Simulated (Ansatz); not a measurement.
# BaPbO3 (model cell, started as cubic perovskite with Pb in the octahedra): following an unstable mode, part 2 of 3

Which phase does BaPbO3 (model cell, started as cubic perovskite with Pb in the octahedra) fall into along its unstable mode, and how much energy does it gain?

Ansatz 0.2.0; DFT PBEsol, scalar-relativistic, plane waves, PAW; PAW set soft_1.

So far, highest frequency on the path or at a solved wavevector (cm⁻¹): step 2 (phonons on a q mesh) 660. Also lowest frequency on the path (cm⁻¹): step 2 -163.

The structure was built from a prototype and need not be the compound's stable phase.

### Step 3. The mode frozen in, largest atomic shift 0 Å

The mode followed lies at q = (-0.5, -0.5, -0.5) with frequency 163.4i cm⁻¹ and is 3-fold degenerate, the softest among the wavevectors solved. At small amplitude the distorted cell has space group no. 74 by a symmetry search on the positions. The undistorted cell that holds it gives the zero of energy on the same k mesh.

System of this step: BaPbO3 (model cell, started as cubic perovskite with Pb in the octahedra). The structure is cubic, space group Pm-3m (No. 221). The conventional cell has a = 4.281 Å, b = 4.281 Å, c = 4.281 Å, α = 90.00°, β = 90.00°, γ = 90.00°. Nearest to Ba lie 12 O at 3.03 Å. Nearest to Pb lie 6 O at 2.14 Å. Nearest to O lie 2 Pb at 2.14 Å and 4 Ba at 3.03 Å. Farther neighbours and most contacts between anions are not listed.

Input file input.yaml:

```yaml
crystal:
  lattice:
    - [4.2810551391, 4.2810551391, 0.0]
    - [4.2810551391, 0.0, 4.2810551391]
    - [4.2810551391, 0.0, -4.2810551391]
  atoms:
    - { symbol: Ba, position: [0.0, 0.0, 1.0] }
    - { symbol: Ba, position: [0.0, 0.5, 0.5] }
    - { symbol: Pb, position: [0.5, 0.25, 0.75] }
    - { symbol: Pb, position: [0.5, 0.75, 0.25] }
    - { symbol: O, position: [0.5, 0.5, 0.5] }
    - { symbol: O, position: [0.5, 0.0, 0.0] }
    - { symbol: O, position: [0.0, 0.0, 0.5] }
    - { symbol: O, position: [0.0, 0.5, 0.0] }
    - { symbol: O, position: [0.5, 0.0, 0.5] }
    - { symbol: O, position: [0.5, 0.5, 0.0] }
kpoints:
  mp_grid: { grid: [8, 8, 8] }
hamiltonian:
  xc: pbesol
  pseudopotentials: { kind: paw, azcp: { folder: soft_1 }, xc_functional: pbe }
scf:
  occupations: { method: methfessel_paxton, width: 0.2 }
output:
  forces: true
  stress: true
  eigenvalues: true
```

Launch:

```
$ ansatz run input.yaml --threads 4 --pin off --max-ram 16384MiB --backend cpu --events-out ev --progress --plain --runs-dir out
```

Numbers of over 12 decimals in the logs are rounded to 6 here.

What it wrote:

```text
[...]
Crystal: 10 atoms, lattice volume = 156.922 Å³
Basis set: ecut = 420 eV, 3119 PW (Γ), exchange–correlation on 90×90×90 points (8 copies of the dense FFT grid, shifted against one another)
Bands: 52, of which v1, the nominal top of the filled ones, is band 42 counted from 1 (41 counted from 0)
Symmetry: 96 space group operations
[...]
k-points: 29 of 512
[...]
k-point 0: bands = [... 38 lower, 9.0644, 9.0644, 9.0644, 9.1362, 9.1362, 13.8028, 13.8028, 13.9136, ... 6 higher]
  k-point 1: bands = [... 38 lower, 8.8617, 8.8617, 9.0258, 9.0448, 9.0448, 13.9237, 13.9722, 13.9722, ... 6 higher]
  k-point 2: bands = [... 38 lower, 8.5459, 8.9174, 8.9198, 8.9198, 9.6559, 13.6767, 14.4105, 14.4105, ... 6 higher]
  k-point 28: bands = [... 38 lower, 8.4334, 8.4334, 8.6712, 8.6712, 13.0168, 13.0168, 15.7468, 15.7468, ... 6 higher]
[key lines of the parts left out:]
SCF converged after 10 iterations
Free energy (F): -38606.999784 eV
Fermi energy:    9.133226 eV
P = ⅓ Tr σ = 0.0365 GPa (0.365 kbar)
```

The job ended after 5.3 s (4 threads of Arm Neoverse V1, shared host; peak memory 0.64 GiB).

This step gave:

* pressure: 0.03652 GPa
* energy from the undistorted cell: 0 meV/atom

The run ends at a pressure of 0.04 GPa.

### Step 4. The mode frozen in, largest atomic shift 0.45 Å

The atoms are moved along the unstable eigenvector, the largest shift by 0.45 Å, with the cell fixed.

input.yaml, the sections that differ from step 3:

```yaml
crystal:
  lattice:
    - [4.2810551391, 4.2810551391, 0.0]
    - [4.2810551391, 0.0, 4.2810551391]
    - [4.2810551391, 0.0, -4.2810551391]
  atoms:
    - { symbol: Ba, position: [0.0, 0.0, 1.0] }
    - { symbol: Ba, position: [0.0, 0.5, 0.5] }
    - { symbol: Pb, position: [0.5, 0.25, 0.75] }
    - { symbol: Pb, position: [0.5, 0.75, 0.25] }
    - { symbol: O, position: [0.5743270155, 0.4256729845, 0.4256729845] }
    - { symbol: O, position: [0.4256729845, 0.0743270155, 0.0743270155] }
    - { symbol: O, position: [0.0, -0.0371635077, 0.5371635077] }
    - { symbol: O, position: [0.0, 0.5371635077, -0.0371635077] }
    - { symbol: O, position: [0.5, -0.0371635077, 0.5371635077] }
    - { symbol: O, position: [0.5, 0.5371635077, -0.0371635077] }
# kpoints, hamiltonian, scf, output: as in step 3
```

What it wrote:

```text
[...]
Crystal: 10 atoms, lattice volume = 156.922 Å³
Basis set: ecut = 420 eV, 3119 PW (Γ), exchange–correlation on 90×90×90 points (8 copies of the dense FFT grid, shifted against one another)
Bands: 52, of which v1, the nominal top of the filled ones, is band 42 counted from 1 (41 counted from 0)
Symmetry: 8 space group operations
[...]
k-points: 95 of 512
[...]
k-point 0: bands = [... 38 lower, 8.5887, 8.7427, 8.7495, 8.9413, 9.1561, 13.7733, 13.9795, 14.0962, ... 5 higher]
  k-point 1: bands = [... 38 lower, 8.6059, 8.6251, 8.6412, 8.8758, 9.3115, 13.9402, 13.9867, 14.1595, ... 5 higher]
  k-point 2: bands = [... 38 lower, 8.4971, 8.5098, 8.5981, 8.7728, 9.7318, 13.3769, 14.5495, 14.5523, ... 5 higher]
  k-point 94: bands = [... 38 lower, 8.3243, 8.3243, 8.6459, 8.6459, 12.5124, 12.5124, 15.9201, 15.9201, ... 5 higher]
[key lines of the parts left out:]
SCF converged after 10 iterations
Free energy (F): -38607.273590 eV
Fermi energy:    8.950912 eV
P = ⅓ Tr σ = -0.1146 GPa (-1.146 kbar)
```

It took 17 s on 4 threads; peak memory 0.89 GiB.

This step gave:

```yaml
pressure: -0.1146 GPa
gap_on_the_k_mesh: 0.2148 eV
energy_from_the_undistorted_cell: -27.57 meV/atom
```

The energy, extrapolated to zero smearing, is -27.57 meV/atom against the undistorted cell.

The run ends at a pressure of -0.11 GPa, with forces up to 0.31 eV/Å.

### Step 5. Energy along the mode, all amplitudes (two of the runs are shown above)

An imaginary frequency means negative curvature, so the energy should fall and then rise again as anharmonic terms take over.

Numbers from this step:

| Quantity | Value |
| --- | --- |
| depth at the lowest point sampled | 27.57 meV/atom |
| largest atomic shift at that point | 0.45 Å |

Energy from the parent against largest atomic shift:

| largest atomic shift (Å) | energy from the parent (meV/atom) |
| --- | --- |
| 0.000 | 0 |
| 0.040 | -0.468 |
| 0.080 | -1.85 |
| 0.140 | -5.44 |
| 0.220 | -12.3 |
| 0.320 | -21.4 |
| 0.450 | -27.6 |
| 0.600 | -11.9 |

Displacement at unit largest shift by atom:

| atom | x (Å) | y (Å) | z (Å) | size |
| --- | --- | --- | --- | --- |
| Ba1 | 0.000 | 0.000 | 0.000 | 0.000 |
| Ba2 | 0.000 | 0.000 | 0.000 | 0.000 |
| Pb3 | 0.000 | 0.000 | 0.000 | 0.000 |
| Pb4 | 0.000 | 0.000 | 0.000 | 0.000 |
| O5 | -0.707 | 0.707 | 0.000 | 1.000 |
| O6 | 0.707 | -0.707 | 0.000 | 1.000 |
| O7 | 0.000 | 0.000 | -0.707 | 0.707 |
| O8 | 0.000 | 0.000 | 0.707 | 0.707 |
| O9 | 0.000 | 0.000 | -0.707 | 0.707 |
| O10 | 0.000 | 0.000 | 0.707 | 0.707 |

The lowest of the steps tried is at 0.45 Å, 27.6 meV/atom below the parent; the bottom of the well need not coincide with a step.

### Step 6. Relaxing from the distorted cell

Starting from the lowest point found, all atoms and the cell are let go, so that strain and other modes of the same symmetry can join in.

Edit input.yaml of step 4 so:

```diff
@@ -27 +27,6 @@
   eigenvalues: true
+relax:
+  adjacent_minimum: "off"
+  f_tol: 0.002
+  max_steps: 120
+  cell: { stress_tol: 0.03 }
```

What it wrote:

```text
[...]
Crystal: 10 atoms, lattice volume = 156.922 Å³
Basis set: ecut = 420 eV, 3119 PW (Γ), exchange–correlation on 90×90×90 points (8 copies of the dense FFT grid, shifted against one another)
Bands: 52, of which v1, the nominal top of the filled ones, is band 42 counted from 1 (41 counted from 0)
Symmetry: 8 space group operations
[...]
k-points: 95 of 512
[...]
SCF iter   1: F=—  HF=-38610.766992 eV  |F-HF|=—  |Δ(HF+E_count)|=         —  Δρ=5.95e-2  dr2=8.78e0  ethr=3.10e-3  ⟨swp⟩=14.5  Hψ=30374  notcnv=0
[...]
SCF iter  10: F=-38607.273590 eV  HF=-38607.273590 eV  |F-HF|=5.54e-9  |Δ(HF+E_count)|=   9.09e-9  S|Δr|=    0.00e0  Δρ=3.59e-6  dr2=4.47e-8  ethr=1.19e-10  ⟨swp⟩=19.8  Hψ=35370  notcnv=0
SCF 1 converged in 10 iterations: F = -38607.273590 eV  dr2 = 4.47e-8
[...]
relax step   1: F+E_penalty+E_count = -38607.27358980 eV  Δ(F+E_penalty+E_count) = +0.000e0 eV  max|allowed force component| = 2.176e-1 eV/Å  Δτ_max = 0.0000 Å  P = -0.115 GPa  Ω = 156.922 Å³  (10 SCF iters, dr2 threshold 1.00e-7 eV, accepted)
Crystal: 10 atoms, lattice volume = 155.549 Å³
Basis set: ecut = 420 eV, 3037 PW (Γ), exchange–correlation on 90×90×90 points (8 copies of the dense FFT grid, shifted against one another)
[...]
SCF iter   7: F=-38607.262848 eV  HF=-38607.262849 eV  |F-HF|=1.09e-7  |Δ(HF+E_count)|=   3.34e-6  S|Δr|=    0.00e0  Δρ=2.65e-5  dr2=9.22e-7  ethr=1.19e-9  ⟨swp⟩=11.1  Hψ=31005  notcnv=0
SCF 2 converged in 7 iterations: F = -38607.262848 eV  dr2 = 9.22e-7
relax step   2: F+E_penalty+E_count = -38607.26284841 eV  Δ(F+E_penalty+E_count) = +1.074e-2 eV  max|allowed force component| = 3.851e-1 eV/Å  Δτ_max = 0.1149 Å  P = +1.088 GPa  Ω = 155.549 Å³  energy of the carried Pulay correction = +2.874e-3 eV  (7 SCF iters, dr2 threshold 1.00e-6 eV, rejected (line search))
Crystal: 10 atoms, lattice volume = 156.863 Å³
Basis set: ecut = 420 eV, 3079 PW (Γ), exchange–correlation on 90×90×90 points (8 copies of the dense FFT grid, shifted against one another)
[...]
SCF iter  12: F=-38607.306327 eV  HF=-38607.306327 eV  |F-HF|=1.46e-11  |Δ(HF+E_count)|=  1.46e-11  S|Δr|=    0.00e0  Δρ=5.69e-8  dr2=4.29e-12  ethr=1.00e-12  ⟨swp⟩=10.7  Hψ=25670  notcnv=0
SCF 3 converged in 12 iterations: F = -38607.306327 eV  dr2 = 4.29e-12
relax step   3: F+E_penalty+E_count = -38607.30632697 eV  Δ(F+E_penalty+E_count) = -3.274e-2 eV  max|allowed force component| = 1.004e-1 eV/Å  Δτ_max = 0.0511 Å  P = -0.206 GPa  Ω = 156.863 Å³  energy of the carried Pulay correction = +1.229e-4 eV  (12 SCF iters, accepted)
[...]
relax step   4: F+E_penalty+E_count = -38607.31270416 eV  Δ(F+E_penalty+E_count) = -6.377e-3 eV  max|allowed force component| = 5.210e-2 eV/Å  Δτ_max = 0.0281 Å  P = -0.139 GPa  Ω = 156.872 Å³  energy of the carried Pulay correction = +1.040e-4 eV  (6 SCF iters, dr2 threshold 1.00e-6 eV, accepted)
[...]
relax step   5: F+E_penalty+E_count = -38607.31483521 eV  Δ(F+E_penalty+E_count) = -2.131e-3 eV  max|allowed force component| = 1.241e-2 eV/Å  Δτ_max = 0.0133 Å  P = +0.245 GPa  Ω = 156.340 Å³  energy of the carried Pulay correction = +1.213e-3 eV  (5 SCF iters, dr2 threshold 1.70e-7 eV, accepted)
[...]
relax step   6: F+E_penalty+E_count = -38607.31453746 eV  Δ(F+E_penalty+E_count) = +2.977e-4 eV  max|allowed force component| = 9.095e-3 eV/Å  Δτ_max = 0.0091 Å  P = -0.013 GPa  Ω = 156.673 Å³  energy of the carried Pulay correction = +5.185e-4 eV  (5 SCF iters, dr2 threshold 2.19e-7 eV, accepted)
[...]
relax step   7: F+E_penalty+E_count = -38607.31463844 eV  Δ(F+E_penalty+E_count) = -1.010e-4 eV  max|allowed force component| = 4.653e-4 eV/Å  Δτ_max = 0.0037 Å  P = -0.004 GPa  Ω = 156.669 Å³  energy of the carried Pulay correction = +5.269e-4 eV  (5 SCF iters, dr2 threshold 5.17e-9 eV, accepted)
[...]
relax step   8: F+E_penalty+E_count = -38607.31446501 eV  Δ(F+E_penalty+E_count) = +1.734e-4 eV  max|allowed force component| = 7.616e-4 eV/Å  Δτ_max = 0.0000 Å  P = -0.003 GPa  Ω = 156.669 Å³  stress off target by 4.03e-2 GPa  SCF on the basis re-selected at this cell (its energy is not comparable with the rows above)  (5 SCF iters)
[...]
relax step   9: F+E_penalty+E_count = -38607.31449547 eV  Δ(F+E_penalty+E_count) = -3.046e-5 eV  max|allowed force component| = 6.208e-5 eV/Å  Δτ_max = 0.0002 Å  P = +0.001 GPa  Ω = 156.659 Å³  energy of the carried Pulay correction = +1.901e-5 eV  (4 SCF iters, dr2 threshold 4.06e-9 eV, accepted)
[...]
SCF iter   4: F=-38607.314481 eV  HF=-38607.314481 eV  |F-HF|=1.78e-9  |Δ(HF+E_count)|=   2.58e-8  S|Δr|=    0.00e0  Δρ=5.04e-7  dr2=2.95e-11  ethr=1.00e-12  ⟨swp⟩=10.0  Hψ=28421  notcnv=0
SCF 10 converged in 4 iterations: F = -38607.314481 eV  dr2 = 2.95e-11
relax step  10: F+E_penalty+E_count = -38607.31448110 eV  Δ(F+E_penalty+E_count) = +1.437e-5 eV  max|allowed force component| = 4.604e-5 eV/Å  Δτ_max = 0.0000 Å  P = +0.000 GPa  Ω = 156.659 Å³  stress off target by 2.92e-3 GPa  SCF on the basis re-selected at this cell (its energy is not comparable with the rows above)  (4 SCF iters)
[...]
SCF converged after 4 iterations
[...]
Free energy (F): -38607.314481 eV
[...]
Internal energy: -38607.339272 eV  (E = F + TS)
E sigma→0 (E₀):  -38607.320679 eV
Entropy (-TS):   0.024791 eV (2.479 meV/atom)
Fermi energy:    8.966595 eV
[...]
--- Forces (eV/Å), atoms counted from 1 ---
  atom   1  Ba     0.00004604    -0.00004604    -0.00000000
  atom   2  Ba    -0.00004604     0.00004604     0.00000000
  atom   3  Pb     0.00000000     0.00000000     0.00000000
  atom   4  Pb     0.00000000    -0.00000000     0.00000000
  atom   5  O     -0.00003274     0.00003274    -0.00000000
  atom   6  O      0.00003274    -0.00003274     0.00000000
  atom   7  O      0.00000000     0.00000000     0.00000855
  atom   8  O      0.00000000    -0.00000000    -0.00000855
  atom   9  O      0.00000000     0.00000000     0.00000855
  atom  10  O      0.00000000    -0.00000000    -0.00000855
  max |Σ_I F_I| component: 0.00e0 eV/Å
--- Stress (GPa, compression-positive) ---
        0.000857      -0.002064      -0.000000
       -0.002064       0.000857       0.000000
       -0.000000       0.000000      -0.000583
  P = ⅓ Tr σ = 0.0004 GPa (0.004 kbar)
--- Band table (eV; the first three rows and the last of 95) ---
  k-point 0: bands = [... 38 lower, 8.5505, 8.6264, 8.7762, 8.9388, 9.2262, 13.6848, 14.0793, 14.1381, ... 6 higher]
  k-point 1: bands = [... 38 lower, 8.5647, 8.5926, 8.6530, 8.8795, 9.3766, 13.8994, 13.9870, 14.2226, ... 6 higher]
  k-point 2: bands = [... 38 lower, 8.5069, 8.5495, 8.5812, 8.7875, 9.7740, 13.3595, 14.4668, 14.5984, ... 6 higher]
  k-point 94: bands = [... 38 lower, 8.3349, 8.3349, 8.6747, 8.6747, 12.4258, 12.4258, 15.8091, 15.8091, ... 6 higher]
--- Relaxed structure (8 steps of the walk, 7 accepted, 2 SCFs on fresh bases) ---
  F+E_penalty+E_count = -38607.31448110 eV   max|allowed force component| = 4.604e-5 eV/Å   (the final SCF, on the basis selected at the relaxed cell)
  cell:  # Å, volume = 156.6591 Å³
    - [4.255170, 4.255170, 0.0]
    - [4.289311, -0.034142, 4.257730]
    - [4.289311, -0.034142, -4.257730]
  atoms:
    - { symbol: Ba, position: [0.00683775, -0.00683775, 0.993162] }
    - { symbol: Ba, position: [-0.00683775, 0.506838, 0.506838] }
    - { symbol: Pb, position: [0.5, 0.250000, 0.75] }
    - { symbol: Pb, position: [0.5, 0.75, 0.250000] }
    - { symbol: O, position: [0.574099, 0.425901, 0.425901] }
    - { symbol: O, position: [0.425901, 0.074099, 0.074099] }
    - { symbol: O, position: [8.673617379884035e-19, -0.042783, 0.542783] }
    - { symbol: O, position: [8.673617379884035e-19, 0.542783, -0.042783] }
    - { symbol: O, position: [0.5, -0.042783, 0.542783] }
    - { symbol: O, position: [0.5, 0.542783, -0.042783] }
```

The job ended after 2.3 min (4 threads; peak memory 0.95 GiB).

The steps of the relaxation:

| step | energy less that of the first step (eV) | largest force component (eV/Å) | pressure (GPa) | volume (Å³) |
| --- | --- | --- | --- | --- |
| 1 | 0.0000 | 0.2176 | -0.11 | 156.92 |
| 2 | 0.0107 | 0.3851 | 1.09 | 155.55 |
| 3 | -0.0327 | 0.1004 | -0.21 | 156.86 |
| 4 | -0.0391 | 0.0521 | -0.14 | 156.87 |
| 5 | -0.0412 | 0.0124 | 0.24 | 156.34 |
| 6 | -0.0409 | 0.0091 | -0.01 | 156.67 |
| 7 | -0.0410 | 0.0005 | 0.00 | 156.67 |
| 8* | -0.0409 | 0.0008 | 0.00 | 156.67 |
| 9 | -0.0409 | 0.0001 | 0.00 | 156.66 |
| 10* | -0.0409 | 0.0000 | 0.00 | 156.66 |

Relaxation steps marked * repeat the geometry before them on a plane-wave basis chosen anew for their cell, so energy and pressure can jump there. Relaxation step 2 was tried and not accepted.

Forces are held to the 8 operations that the run works with; a distortion that breaks them can't arise in this run.

| conventional cell, symmetrised | before | after | change |
| --- | --- | --- | --- |
| a (Å) | 6.054 | 6.018 | -0.6 % |
| b (Å) | 8.562 | 8.515 | -0.5 % |
| c (Å) | 6.054 | 6.114 | +1.0 % |
| volume (Å³/atom) | 15.69 | 15.67 | -0.2 % |

The atoms that moved most (Å, as changes of fractional coordinates times the final cell):

| atom | dx | dy | dz | length |
| --- | --- | --- | --- | --- |
| O10 | 0.000 | 0.000 | 0.048 | 0.048 |
| O8 | 0.000 | 0.000 | 0.048 | 0.048 |
| O9 | 0.000 | 0.000 | -0.048 | 0.048 |
| O7 | 0.000 | 0.000 | -0.048 | 0.048 |
| Ba2 | 0.030 | -0.030 | 0.000 | 0.042 |
| Ba1 | -0.030 | 0.030 | 0.000 | 0.042 |

This step gave:

```
pressure          : 3.77e-4 GPa
volume per atom   : 15.67 Å³
gap on the k-mesh : 0.2693 eV
```

The distorted start has space group Imma; the relaxation ends in Imma.

### Step 7. The new phase in its own primitive cell

The relaxed structure is symmetrised, reduced to its primitive cell and relaxed tightly, as its phonons need.

Input file input.yaml:

```yaml
crystal:
  lattice:
    - [-3.0088594273, 4.2577298447, 3.0571429116]
    - [3.0088594273, -4.2577298447, 3.0571429116]
    - [3.0088594273, 4.2577298447, -3.0571429116]
  atoms:
    - { symbol: Ba, position: [0.74316225, 0.99316225, 0.75] }
    - { symbol: Ba, position: [0.25683775, 0.00683775, 0.25] }
    - { symbol: Pb, position: [0.0, 0.5, 0.5] }
    - { symbol: Pb, position: [0.5, 0.5, 0.0] }
    - { symbol: O, position: [0.1759013225, 0.4259013225, 0.75] }
    - { symbol: O, position: [0.8240986775, 0.5740986775, 0.25] }
    - { symbol: O, position: [0.7072170255, 0.5, 0.7072170255] }
    - { symbol: O, position: [0.2927829745, 0.5, 0.2927829745] }
    - { symbol: O, position: [0.7072170255, 0.0, 0.2072170255] }
    - { symbol: O, position: [0.2927829745, 0.0, 0.7927829745] }
kpoints:
  mp_grid: { grid: [8, 8, 8] }
hamiltonian:
  xc: pbesol
  pseudopotentials: { kind: paw, azcp: { folder: soft_1 }, xc_functional: pbe }
scf:
  occupations: { method: fixed }
output:
  forces: true
  stress: true
  eigenvalues: true
relax:
  adjacent_minimum: "off"
  f_tol: 0.001
  max_steps: 60
  cell: { stress_tol: 0.01 }
```

What it wrote:

```text
[...]
Crystal: 10 atoms, lattice volume = 156.659 Å³
Basis set: ecut = 420 eV, 3087 PW (Γ), exchange–correlation on 90×90×90 points (8 copies of the dense FFT grid, shifted against one another)
Bands: 52, of which v1, the nominal top of the filled ones, is band 42 counted from 1 (41 counted from 0)
Symmetry: 8 space group operations
[...]
k-points: 95 of 512
[...]
- { symbol: Pb, position: [0, 0.5, 0.5] }
    - { symbol: Pb, position: [0.500000, 0.500000, 0] }
    - { symbol: O, position: [0.175934, 0.425934, 0.75] }
    - { symbol: O, position: [0.824066, 0.574066, 0.25] }
    - { symbol: O, position: [0.707242, 0.500000, 0.707242] }
    - { symbol: O, position: [0.292758, 0.5, 0.292758] }
    - { symbol: O, position: [0.707242, 0.0, 0.207242] }
    - { symbol: O, position: [0.292758, 5.551115123125783e-17, 0.792758] }
[key lines of the parts left out:]
SCF converged after 5 iterations
Free energy (F): -38607.322806 eV
Fermi energy:    8.954088 eV
P = ⅓ Tr σ = -0.0009 GPa (-0.009 kbar)
```

The job ended after 60 s (4 threads; peak memory 0.93 GiB; 3.9 min of CPU time).

Little changed from the start: no atom moved by 0.005 Å and no cell edge by 0.1 %.

This step gave:

```
pressure           : -9.04e-4 GPa
gap on the k-mesh  : 0.2686 eV
direct gap on mesh : 0.2854 eV
```

The largest force component left is 0.72 meV/Å and the pressure is -0.001 GPa, within the tolerances set. The cell now holds 15.67 Å³/atom.

[end of part 2 of 3]

[Logs are printed without paths, hosts, clocks, repeated set-up lines and the standing remarks that a program may print on its own settings, such as how far it seeks lower states.]

[Hosts, paths, dates, database ids (printed as entryN), source tags and the programs' standing remarks are cut or masked in the printed files.]
